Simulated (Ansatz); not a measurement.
# Liquid Be13.3F58.4La1.7Li26.6 (173 atoms) by DFT dynamics, part 4 of 4

What local order and mobility does Be13.3F58.4La1.7Li26.6 (173 atoms) show in DFT dynamics?

Ansatz 0.2.0; Kohn-Sham DFT, PBE, PAW (set soft_2), plane waves.

The cell: 23 Be, 101 F, 3 La and 46 Li. Sampling is at Γ alone, for a cell whose shortest periodic width is 13 Å. No spin–orbit coupling is included.

So far, density (g/cm³): step 6 (structure statistics late in the run) 2.06.

## 8. Functional HSE06

HSE06 mixes in a quarter of exact exchange at short range, which counters self-interaction, at a higher cost.

This step: Kohn-Sham DFT, HSE06, PAW (set soft_2), plane waves (Ansatz 0.2.0).

File input.yaml:

```yaml
crystal:
  lattice:
    - [13.2136, 0.0, 0.0]
    - [0.0, 13.2136, 0.0]
    - [0.0, 0.0, 13.2136]
  atoms:
    [... the 173 atom lines of step 7 ...]
kpoints:
  mp_grid: { grid: [1, 1, 1] }
hamiltonian:
  xc: hse06
scf:
  occupations: { method: fermi_dirac, width: 0.092 }
output:
  forces: true
  stress: true
  populations: true
  dos:
    method: { smearing: { sigma: 0.15 } }
    de: 0.1
    projected: { site_lists: { Be: [Be], F: [F], La: [La], Li: [Li] } }
  eigenvalues: true
```

The run is started by

```sh
$ ansatz run input.yaml --threads 32 --pin off --max-ram 143360MiB --backend cuda --events-out ev --progress --plain --runs-dir out
```

The program printed:

```text
[...]
Warning: output.stress: scf.exx.energy_threshold = 1e-6 eV is looser than the 1.6e-7 eV advised for a stress under a hybrid functional (1e-8 eV for each atom of the cell: 173, of which 16 are counted). Every SCF of the exchange loop can meet its threshold on dr2 while the loop round them stops early: [...]
[...]
Crystal: 173 atoms, lattice volume = 2307.084 Å³
Basis set: ecut = 420 eV, 45025 PW (Γ), exchange–correlation on 180×180×180 points (8 copies of the dense FFT grid, shifted against one another)
Bands: 635, of which v1, the nominal top of the filled ones, is band 462 counted from 1 (461 counted from 0)
Symmetry: 1 space group operations
[...]
k-points: 1
[...]
SCF iter   1: F=—  HF=-112170.102437 eV  |F-HF|=—  |Δ(HF+E_count)|=         —  Δρ=1.98e-3  dr2=1.71e-1  ethr=1.77e-3  ⟨swp⟩=20.0  Hψ=4023  notcnv=2  reapply=1
[...]
SCF iter   2: F=—  HF=-112170.054691 eV  |F-HF|=—  |Δ(HF+E_count)|=   4.77e-2  Δρ=1.53e-3  dr2=3.07e-2  ethr=1.85e-5  ⟨swp⟩=6.0  Hψ=1832  notcnv=0  defer=29
[...]
SCF iter   4: F=-112170.050262 eV  HF=-112170.050448 eV  |F-HF|=1.86e-4  |Δ(HF+E_count)|=   2.62e-5  Δρ=2.13e-4  dr2=8.81e-4  ethr=5.14e-7  ⟨swp⟩=4.0  Hψ=1215  notcnv=0  defer=10
SCF 1 stopped early in 4 iterations: F = -112170.050262 eV  dr2 = 8.81e-4
[...]
Exchange kernel: α = 0.2500, screened, ω = 0.2079 Å⁻¹, Wigner–Seitz truncation, v(0) = 1005.3965 eV·Å³, q-mesh 1×1×1, nearest image of the exchange supercell L = 13.21 Å, pair-density grid 64×64×64, without the augmentation charges, whose exchange is taken in its separable form (sized by the pseudopotential files, [...]
Frozen-core exchange: fock
SCF iter   1: F=—  HF=-112174.705279 eV  |F-HF|=—  |Δ(HF+E_count)|=         —  Δρ=8.10e-3  dr2=1.84e0  ethr=9.54e-7  ⟨swp⟩=16.0  Hψ=3907  notcnv=0  reapply=1
[...]
SCF iter   2: F=—  HF=-112174.161049 eV  |F-HF|=—  |Δ(HF+E_count)|=   5.44e-1  Δρ=5.49e-3  dr2=2.24e-1  ethr=9.54e-7  ⟨swp⟩=5.0  Hψ=2615  notcnv=0
[...]
SCF iter   5: F=—  HF=-112174.342833 eV  |F-HF|=—  |Δ(HF+E_count)|=   2.91e-3  Δρ=6.82e-5  dr2=1.34e-3  ethr=8.48e-9  ⟨swp⟩=5.0  Hψ=3326  notcnv=0
eigensolver tolerance schedule: the retry pair's looser diagonalisation over-reported the residual by 0.25 of it (diagonalisation noise at 0.26 of the residual, at the tolerance the schedule requests for it); recorded, not acted on — ethr = c·dr2/N_el stays at c = 1.0e-1
SCF iter   6: F=—  HF=-112174.352855 eV  |F-HF|=—  |Δ(HF+E_count)|=   1.00e-2  Δρ=4.57e-4  dr2=3.12e-3  ethr=6.77e-9  ⟨swp⟩=6.0  Hψ=2298  notcnv=0
SCF iter   7: F=-112174.351786 eV  HF=-112174.351831 eV  |F-HF|=4.51e-5  |Δ(HF+E_count)|=   1.02e-3  Δρ=5.85e-5  dr2=8.13e-5  ethr=6.77e-9  ⟨swp⟩=5.0  Hψ=1863  notcnv=0
SCF 2 stopped early in 7 iterations: F = -112174.351786 eV  dr2 = 8.13e-5
  Residual-converged pass: ⟨swp⟩=3.0  Hψ=1541  notcnv=0  max |occ|·‖R‖ = 4.7e-6 eV (tolerance 6.7e-6 eV)  dr2=8.13e-5  dr2_onsite=3.45e-6  max |Δocc| = 6.1e-22
hybrid outer 1: dexx = +2.968e-1 eV, tail = 8.09e-4 eV
[...]
Frozen-core exchange: fock
SCF iter   1: F=—  HF=-112174.353018 eV  |F-HF|=—  |Δ(HF+E_count)|=         —  Δρ=5.76e-5  dr2=5.58e-5  ethr=4.38e-7  ⟨swp⟩=18.0  Hψ=2203  notcnv=0  reapply=1
[...]
SCF iter   6: F=-112174.353018 eV  HF=-112174.353018 eV  |F-HF|=8.76e-9  |Δ(HF+E_count)|=   1.54e-8  Δρ=8.24e-7  dr2=9.56e-9  ethr=7.46e-12 (applied; sched 6.83e-12)  ⟨swp⟩=7.0  Hψ=1418  notcnv=0  defer=18
SCF 3 converged in 6 iterations: F = -112174.353018 eV  dr2 = 9.56e-9
[...]
hybrid outer 2: dexx = +1.190e-5 eV, tail = 2.24e-7 eV, Δε = 5.61e-3 eV (about 1.06e-4 eV left of the loop's levels), ΔF = 7.60e-3 eV/Å (tail 6.63e-4)
[...]
Frozen-core exchange: fock
SCF iter   1: F=—  HF=-112174.353018 eV  |F-HF|=—  |Δ(HF+E_count)|=         —  Δρ=1.86e-6  dr2=3.37e-8  ethr=1.21e-10  ⟨swp⟩=20.0  Hψ=2513  notcnv=10  reapply=1
SCF iter   2: F=-112174.353018 eV  HF=-112174.353018 eV  |F-HF|=1.94e-9  |Δ(HF+E_count)|=   9.60e-9  Δρ=5.19e-7  dr2=2.93e-9  ethr=6.86e-12 (applied; sched 3.40e-12)  ⟨swp⟩=6.0  Hψ=1224  notcnv=0  defer=2
SCF 4 converged in 2 iterations: F = -112174.353018 eV  dr2 = 2.93e-9
[...]
hybrid SCF converged: 3 outer / 15 inner (+4 warm-up), last move |dexx| = 3.30e-9 eV, tail = 6.56e-9 eV
Stability not checked: this state was not tested for a lower state beside it, because the functional holds exact exchange (a hybrid, or Hartree-Fock), whose exchange loop this test does not read (fock_operator; see scf.lower_state_search)
Free energy (F): -112174.353018 eV
Frozen-core exchange: fock
[...]
Internal energy: -112174.353018 eV  (E = F + TS)
E sigma→0 (E₀):  -112174.353018 eV
Fermi energy:    1.759160 eV
[...]
Σ components = -112174.353018   (vs F -112174.353018, Δ=0.00e0)
--- Forces (eV/Å), atoms counted from 1 ---
[... 173 lines of forces left out ...]
  max |Σ_I F_I| component: 2.23e-4 eV/Å
--- Stress (GPa, compression-positive) ---
       -2.017567      -0.230078      -0.139162
       -0.230081      -1.583113       0.361712
       -0.139149       0.361715      -2.371461
  P = ⅓ Tr σ = -1.9907 GPa (-19.907 kbar)
--- Band table (eV) ---
[... left out ...]
--- Löwdin populations: 173 sites ---
  site symbol       q [e]
[... 173 lines, one an atom, left out ...]
  spilling = 0.007379 (of n_electrons = 924.000000)
```

It took 27 s on 1 × NVIDIA GB200 with 32 threads of Arm Neoverse V2, shared host; peak memory 11 GiB; 6.2 min of CPU time.

That memory is the host's.

The program notes that the exchange threshold is loose for the stress.

Geometry and reference: those of the single point at the last frame.

Forces differ from those of the single point at the last frame by 117 meV/Å r.m.s., 13 % of their size; the pressure by -1.8 GPa and the gap by +2.5 eV.

Read from the output:

```
free energy                                      : -112174.3530 eV
free energy per atom                             : -648.4067 eV/atom
SCF cycles                                       : 19
pressure                                         : -1.991 GPa
r.m.s. force component                           : 0.9014 eV/Å
longest force                                    : 4.936 eV/Å
Fermi energy                                     : 1.759 eV
gap (highest filled to lowest empty level) : 6.276 eV
spilling of the projection                       : 0.007379
```

Length of the force by element and coordination:

```
element  coordination  atoms  mean length of the force (eV/Å)  spread  least   most
     Be           all     23                             1.98   0.929  0.590   4.32
     Be             3      3                             2.16    1.12  0.590   3.16
     Be             4     20                             1.95   0.893  0.613   4.32
      F           all    101                             1.33   0.735  0.184   4.94
      F             2     34                             1.55   0.970  0.184   4.94
      F             3     54                             1.19   0.571  0.356   3.45
      F             4     12                             1.35   0.401  0.813   2.16
      F             5      1                            0.768       -  0.768  0.768
     La           all      3                             1.78   0.996  0.452   2.85
     La             7      1                            0.452       -  0.452  0.452
     La             8      2                             2.45   0.399   2.05   2.85
     Li           all     46                             1.02   0.632  0.174   3.07
     Li             2      2                             1.76  0.0225   1.74   1.78
     Li             3     14                             1.05   0.560  0.277   2.14
     Li             4     25                            0.936   0.566  0.179   3.07
     Li             5      5                             1.07   0.965  0.174   2.91
```

Löwdin charges by element and coordination (they lack the spilled electrons, 0.039 e an atom on average):

```
element  coordination  atoms  mean charge (e)  spread   least    most
     Be           all     23             1.66  0.0107    1.64    1.70
     Be             3      3             1.68  0.0167    1.66    1.70
     Be             4     20             1.66       -    1.64    1.67
      F           all    101           -0.730  0.0586  -0.795  -0.533
      F             2     34           -0.741  0.0449  -0.785  -0.578
      F             3     54           -0.719  0.0674  -0.788  -0.533
      F             4     12           -0.752  0.0376  -0.795  -0.642
      F             5      1           -0.737       -  -0.737  -0.737
     La           all      3             1.48  0.0773    1.37    1.54
     La             7      1             1.54       -    1.54    1.54
     La             8      2             1.46  0.0826    1.37    1.54
     Li           all     46            0.825  0.0155   0.792   0.861
     Li             2      2            0.850       -   0.842   0.857
     Li             3     14            0.834   0.013   0.814   0.861
     Li             4     25            0.821  0.0129   0.801   0.851
     Li             5      5             0.81  0.0106   0.792   0.821
```

Density of states as counts of states in windows of 1 eV (from the Fermi level), total and some projections:

```
from (eV)  to (eV)  total    F p  La f
      -14      -11    0.0    0.0   0.0
      -11      -10    3.7    3.4   0.0
      -10       -9   20.4   18.9   0.0
       -9       -8   59.0   55.5   0.0
       -8       -7  107.5  102.1   0.1
       -7       -6  160.8  155.5   0.2
       -6       -5  161.2  157.8   0.1
       -5       -4   72.6   71.5   0.0
       -4       -3   20.6   20.3   0.0
       -3       -2    0.3    0.3   0.0
       -2        2    0.0    0.0   0.0
        2        3    0.2    0.0   0.0
        3        4    9.4    0.3   2.0
        4        5   47.2    1.5  25.1
```

Between -26 and -14 eV lie 90 more states.

About 228 of the 924 electrons lie in deeper levels, below the stored range.

Not all projections were asked for or kept, so they needn't add up to the total.

The levels nearest the highest filled one (over half full), pooled over k-points and spins:

```
level less the highest filled one (eV)  occupation
                                -0.604           2
                                -0.509           2
                                -0.328           2
                                -0.130           2
                               -0.0024           2
                                     0           2
                                  6.28           0
                                  6.96           0
                                  7.00           0
                                  7.08           0
                                  7.18           0
                                  7.21           0
```

## 9. Results

| Item | Value |
| --- | --- |
| mean temperature, second half (liquid at 1073 K) | 1073 K |
| temperature swing, second half (liquid at 1073 K) | 71.75 K |
| mean pressure, second half (liquid at 1073 K) | 0.7332 GPa |
| slope of the conserved energy against time, by least squares (liquid at 1073 K) | 0.0006 meV/atom/ps |
| free energy per atom | -648.3821 eV/atom |
| pressure | -0.1458 GPa |
| r.m.s. force component | 0.8848 eV/Å |
| gap (highest filled to lowest empty level) | 3.791 eV |
| wall time of the 6 DFT runs | 21 min |

In words: Melting at 1610 K: by the end of the lags followed (0.30 ps), the least mobile element has a mean square displacement of 0.58 Å², too little over such short lags to show that the memory of the start is lost. Liquid at 1073 K: by the end of the lags followed (1.90 ps), the least mobile element has a mean square displacement of 2.3 Å². Liquid at 1073 K: the slope of the later half of the mean square displacement gives diffusion coefficients of about 2.6e-5 cm²/s (F), 1.6e-5 cm²/s (La) and 7.4e-5 cm²/s (Li); over so short a run these are rough. Liquid at 1073 K: by these cutoffs 87 % of Be atoms have 4, 53 % of F atoms have 3, 67 % of La atoms have 8 and 54 % of Li atoms have 4 bonded neighbours. Between filled and empty levels lie 3.79 eV (at Γ alone); a semilocal functional tends to put such gaps too low. In a disordered cell it changes from sample to sample and from frame to frame. HSE06 at the same geometry puts the gap at 6.28 eV, a change of +2.48 eV.

Caveats: The pressure of a single frame lacks the kinetic term, about 1.1 GPa here.

[Logs are printed without paths, hosts, clocks, repeated set-up lines and the standing remarks that a program may print on its own settings, such as how far it seeks lower states.]

[Hosts, paths, dates, database ids (printed as entryN), source tags and the programs' standing remarks are cut or masked in the printed files.]
